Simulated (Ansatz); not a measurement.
## Y on Co(0001): change of the work function

Wanted: Δφ(θ) for Y/Co(0001), starting from the fcc site.

Method: plane-wave DFT, PBE, Ansatz PAW, in Ansatz 0.2.0.

Report form: the programs' logs are mostly left out.

### 1. The starting structure

The cell holds 4 atoms: 4 Co. Its edges and angles: a = 2.510 Å, b = 2.510 Å, c = 24.107 Å, α = 90.0°, β = 90.0°, γ = 60.0°. Vacuum lies along c.

### 2. The clean slab

The bare slab comes first, as the zero from which every change is counted. The two lowest layers are held at bulk places and the upper ones relax. The dipole correction removes the false field that a one-sided slab makes across the periodic vacuum, so each face gets a flat vacuum level of its own.

The input, input.yaml:

```yaml
crystal:
  lattice:
    - [2.51, 0.0, 0.0]
    - [1.255, 2.1737237635, 0.0]
    - [0.0, 0.0, 24.10683]
  atoms:
    - { symbol: Co, position: [0.6666666667, 0.6666666667, 0.3733381784], spin: 1.7 }
    - { symbol: Co, position: [0.0, 0.0, 0.4577793928], spin: 1.7 }
    - { symbol: Co, position: [0.6666666667, 0.6666666667, 0.5422206072], spin: 1.7 }
    - { symbol: Co, position: [0.0, 0.0, 0.6266618216], spin: 1.7 }
magnetization:
  spin_polarized: true
kpoints:
  mp_grid: { grid: [12, 12, 1] }
hamiltonian:
  xc: pbe
scf:
  occupations: { method: fermi_dirac, width: 0.1 }
  convergence: { dr2_threshold: 1.0e-08 }
efield:
  axis: 3
  dipole_correction: true
  ramp_position: 0.97
  ramp_width: 0.06
relax:
  f_tol: 0.02
  max_steps: 60
  constraints: [{ sites: [0, 1] }]
output:
  write_potential: true
  write_density: true
  volumetric_format: npy
```

On the command line:

```bash
$ ansatz run input.yaml --threads 4 --pin off --max-ram 16384MiB --backend cpu --events-out ev --progress --plain --runs-dir out
```

The job ended after 9.8 s (4 threads of AMD EPYC 9R45, shared host; peak memory 0.61 GiB).

Step by step:

| step | energy less that of the first step (eV) | largest force component (eV/Å) |
| --- | --- | --- |
| 1 | 0.0000 | 0.4887 |
| 2 | -0.0156 | 0.3161 |
| 3 | -0.0236 | 0.0611 |
| 4 | -0.0238 | 0.0066 |

Forces are held to the 6 operations that the run works with; a distortion that breaks them can't arise in this run.

The atoms that moved most (Å):

| atom | dx | dy | dz | length |
| --- | --- | --- | --- | --- |
| Co4 | 0.000 | 0.000 | -0.080 | 0.080 |
| Co3 | 0.000 | 0.000 | 0.010 | 0.010 |

The relaxed structure:

```xyz
4
Lattice="2.5100 0.0000 0.0000 1.2550 2.1737 0.0000 0.0000 0.0000 24.1068" Properties=species:S:1:pos:R:3
Co    2.5100    1.4491    9.0000
Co    0.0000    0.0000   11.0356
Co    2.5100    1.4491   13.0810
Co    0.0000    0.0000   15.0264
```

Numbers from this step:

```yaml
energy_at_zero_smearing: -20503.1176 eV
total_moment: 6.836 μB
site_moments: 1.820, 1.758, 1.742, 1.793 μB
work_function_upper_face: 4.925 eV
work_function_lower_face: 4.989 eV
dipole_along_the_normal: 0.001908 e·Å
step_between_the_vacuum_levels: -0.06327 eV
```

Running mean over 2.03561 Å of the planar mean; the ramp of the sawtooth is left out. Electron's electrostatic potential energy less the Fermi level against z:

z (Å), electron's electrostatic potential energy less the Fermi level (eV) and a bar from the least value:
```
      3.0        5.0 ##############################
      3.5        5.0 ##############################
      4.0        5.0 ##############################
      4.5        5.0 ##############################
      5.0        5.0 ##############################
      5.5        5.0 ##############################
      6.0        4.9 ##############################
      6.5        4.8 ##############################
      7.0        4.2 #############################
      7.5        1.9 ########################
      8.0       -3.5 ###############
      8.5       -8.6 #####
      9.0      -10.3 ##
      9.5      -10.5 ##
     10.0      -10.5 ##
     10.5      -10.5 ##
     11.0      -10.6 ##
     11.5      -10.5 ##
     12.0      -10.5 ##
     12.5      -10.5 ##
     13.0      -10.6 ##
     13.5      -11.1 #
     14.0      -11.5 
     14.5      -11.2 #
     15.0      -10.4 ##
     15.5       -8.8 #####
     16.0       -3.8 ##############
     16.5        1.7 ########################
     17.0        4.1 ############################
     17.5        4.7 #############################
     18.0        4.9 ##############################
     18.5        4.9 ##############################
     19.0        4.9 ##############################
     19.5        4.9 ##############################
     20.0        4.9 ##############################
     20.5        4.9 ##############################
     21.0        4.9 ##############################
```

Site moment by atom:

| atom | site moment (μB) |
| --- | --- |
| Co1 | 1.82 |
| Co2 | 1.76 |
| Co3 | 1.74 |
| Co4 | 1.79 |

The relaxation took 4 steps and lowered the energy by 0.024 eV; the largest force on the free atoms ends at 0.0066 eV/Å.

The work function of the upper face is 4.93 eV.

### 3. The covered slab, k-mesh 4×4×1, coverage 0.111 ML

System of this step: Y/Co(0001). The cell holds 37 atoms: 36 Co and 1 Y. Its edges and angles: a = 7.530 Å, b = 7.530 Å, c = 26.941 Å, α = 90.0°, β = 90.0°, γ = 60.0°. Vacuum lies along c.

The clean slab as it ended is repeated in the plane and the adsorbate is set on one face; the cell's size fixes the coverage, and the k-mesh shrinks with it to keep the sampling density about even. Adsorbate and upper layers relax, since the dipole depends on the height.

The input, input.yaml:

```yaml
crystal:
  lattice:
    - [7.53, 0.0, 0.0]
    - [3.765, 6.5211712905, 0.0]
    - [0.0, 0.0, 26.9408345864]
  atoms:
    - { symbol: Co, position: [0.2222222222, 0.2222222222, 0.3340653747], spin: 1.82 }
    - { symbol: Co, position: [0.0, 0.0, 0.4096239099], spin: 1.76 }
    - { symbol: Co, position: [0.2222222222, 0.2222222222, 0.4855460971], spin: 1.74 }
    - { symbol: Co, position: [0.0, 0.0, 0.5577570731], spin: 1.79 }
    - { symbol: Co, position: [0.2222222222, 0.5555555556, 0.3340653747], spin: 1.82 }
    - { symbol: Co, position: [0.0, 0.3333333333, 0.4096239099], spin: 1.76 }
    - { symbol: Co, position: [0.2222222222, 0.5555555556, 0.4855460971], spin: 1.74 }
    - { symbol: Co, position: [0.0, 0.3333333333, 0.5577570731], spin: 1.79 }
[... 24 atom lines left out ...]
    - { symbol: Co, position: [0.8888888889, 0.8888888889, 0.3340653747], spin: 1.82 }
    - { symbol: Co, position: [0.6666666667, 0.6666666667, 0.4096239099], spin: 1.76 }
    - { symbol: Co, position: [0.8888888889, 0.8888888889, 0.4855460971], spin: 1.74 }
    - { symbol: Co, position: [0.6666666667, 0.6666666667, 0.5577570731], spin: 1.79 }
    - { symbol: "Y", position: [0.1111111111, 0.1111111111, 0.6659346253] }
magnetization:
  spin_polarized: true
kpoints:
  mp_grid: { grid: [4, 4, 1] }
hamiltonian:
  xc: pbe
scf:
  occupations: { method: fermi_dirac, width: 0.1 }
  convergence: { dr2_threshold: 1.0e-08 }
efield:
  axis: 3
  dipole_correction: true
  ramp_position: 0.97
  ramp_width: 0.06
relax:
  f_tol: 0.02
  max_steps: 60
  constraints:
    - { sites: [0, 1, 4, 5, 8, 9, 12, 13, 16, 17, 20, 21, 24, 25, 28, 29, 32, 33] }
output:
  write_potential: true
  write_density: true
  volumetric_format: npy
```

Wall time 11 min (4 threads); peak memory 11 GiB; 40 min of CPU time.

The steps of the relaxation:

| step | energy less that of the first step (eV) | largest force component (eV/Å) |
| --- | --- | --- |
| 1 | 0.0000 | 2.8477 |
| 2 | -0.6229 | 2.9017 |
| 3 | -1.2060 | 2.5619 |
| 4 | -1.6537 | 1.5384 |
| 5 | -1.8272 | 0.3359 |
| 6 | -1.8572 | 0.2130 |
| 7 | -1.8774 | 0.0313 |
| 8 | -1.8777 | 0.0019 |

Forces are held to the 6 operations that the run works with; a distortion that breaks them can't arise in this run.

The atoms that moved most (Å):

| atom | dx | dy | dz | length |
| --- | --- | --- | --- | --- |
| Y37 | 0.000 | 0.000 | -0.873 | 0.873 |
| Co4 | -0.041 | -0.024 | -0.025 | 0.054 |
| Co16 | 0.041 | -0.024 | -0.025 | 0.054 |
| Co8 | 0.000 | 0.047 | -0.025 | 0.054 |
| Co32 | 0.011 | -0.006 | 0.039 | 0.041 |
| Co20 | -0.011 | -0.006 | 0.039 | 0.041 |
| Co24 | 0.000 | 0.013 | 0.039 | 0.041 |
| Co28 | 0.000 | 0.001 | 0.021 | 0.021 |

Final coordinates:

```xyz
37
Lattice="7.5300 0.0000 0.0000 3.7650 6.5212 0.0000 0.0000 0.0000 26.9408" Properties=species:S:1:pos:R:3
Co    2.5100    1.4491    9.0000
Co    0.0000    0.0000   11.0356
Co    2.5153    1.4522   13.0665
Co   -0.0411   -0.0237   15.0015
Co    3.7650    3.6229    9.0000
Co    1.2550    2.1737   11.0356
Co    3.7673    3.6215   13.0969
Co    1.2550    2.2212   15.0015
Co    5.0200    5.7966    9.0000
Co    2.5100    4.3474   11.0356
Co    5.0200    5.7905   13.0665
Co    2.5110    4.3469   15.0477
Co    5.0200    1.4491    9.0000
Co    2.5100    0.0000   11.0356
Co    5.0200    1.4518   13.0969
Co    2.5511   -0.0237   15.0015
Co    6.2750    3.6229    9.0000
Co    3.7650    2.1737   11.0356
Co    6.2727    3.6215   13.0969
Co    3.7540    2.1674   15.0651
Co    7.5300    5.7966    9.0000
Co    5.0200    4.3474   11.0356
Co    7.5372    5.7924   13.0618
Co    5.0200    4.3602   15.0651
Co    7.5300    1.4491    9.0000
Co    5.0200    0.0000   11.0356
Co    7.5247    1.4522   13.0665
Co    5.0200    0.0011   15.0477
Co    8.7850    3.6229    9.0000
Co    6.2750    2.1737   11.0356
Co    8.7850    3.6312   13.0618
Co    6.2860    2.1674   15.0651
Co   10.0400    5.7966    9.0000
Co    7.5300    4.3474   11.0356
Co   10.0328    5.7924   13.0618
Co    7.5290    4.3469   15.0477
Y     1.2550    0.7246   17.0682
```

Numbers from this step:

* energy at zero smearing: -188377.5123 eV
* total moment: 59.89 μB
* work function, upper face: 2.579 eV
* work function, lower face: 4.970 eV
* dipole along the normal: 0.6489 e·Å
* step between the vacuum levels: -2.391 eV

Running mean over 2.03561 Å of the planar mean; the ramp of the sawtooth is left out. Table of electron's electrostatic potential energy less the Fermi level by z:

| z (Å) | electron's electrostatic potential energy less the Fermi level (eV) |
| --- | --- |
| 4 | 4.97 |
| 5 | 4.97 |
| 6 | 4.91 |
| 7 | 4.19 |
| 8 | -3.47 |
| 9 | -10.3 |
| 10 | -10.5 |
| 11 | -10.6 |
| 12 | -10.5 |
| 13 | -10.6 |
| 14 | -11.3 |
| 15 | -10.5 |
| 16 | -5.36 |
| 17 | 0.554 |
| 18 | 1.30 |
| 19 | 2.35 |
| 20 | 2.54 |
| 21 | 2.57 |
| 22 | 2.58 |
| 23 | 2.58 |

Site moment by element, in μB:

| element | atoms | mean | spread (r.m.s.) | least | largest |
| --- | --- | --- | --- | --- | --- |
| Co | 36 | 1.75 | 0.10 | 1.44 | 1.82 |
| Y | 1 | -0.17 | 0.00 | -0.17 | -0.17 |

The atoms farthest from the mean of their element:

| atom | x, y, z (Å) | site moment (μB) |
| --- | --- | --- |
| Co16 | 2.55, -0.02, 15.00 | 1.44 |
| Co4 | -0.04, -0.02, 15.00 | 1.44 |
| Co8 | 1.26, 2.22, 15.00 | 1.44 |
| Co13 | 5.02, 1.45, 9.00 | 1.82 |
| Co5 | 3.76, 3.62, 9.00 | 1.82 |
| Co17 | 6.28, 3.62, 9.00 | 1.82 |
| Co29 | 8.79, 3.62, 9.00 | 1.82 |
| Co33 | 10.04, 5.80, 9.00 | 1.82 |

The relaxation took 8 steps and lowered the energy by 1.9 eV; the largest force on the free atoms ends at 0.0019 eV/Å.

The covered face has 2.58 eV, -2.35 eV against the clean one; the bare back face has moved by -0.02 eV, a measure of how thin the slab is.

(Part 1 of 2 ends here.)

[Logs are printed without paths, hosts, clocks, repeated set-up lines and the standing remarks that a program may print on its own settings, such as how far it seeks lower states.]

[Hosts, paths, dates, database ids (printed as entryN), source tags and the programs' standing remarks are cut or masked in the printed files.]

[Maps of the electrostatic potential energy from Ansatz leave out the sawtooth potential of an applied field or a dipole correction, so their vacuum need not be flat; planar profiles and work functions include it.]
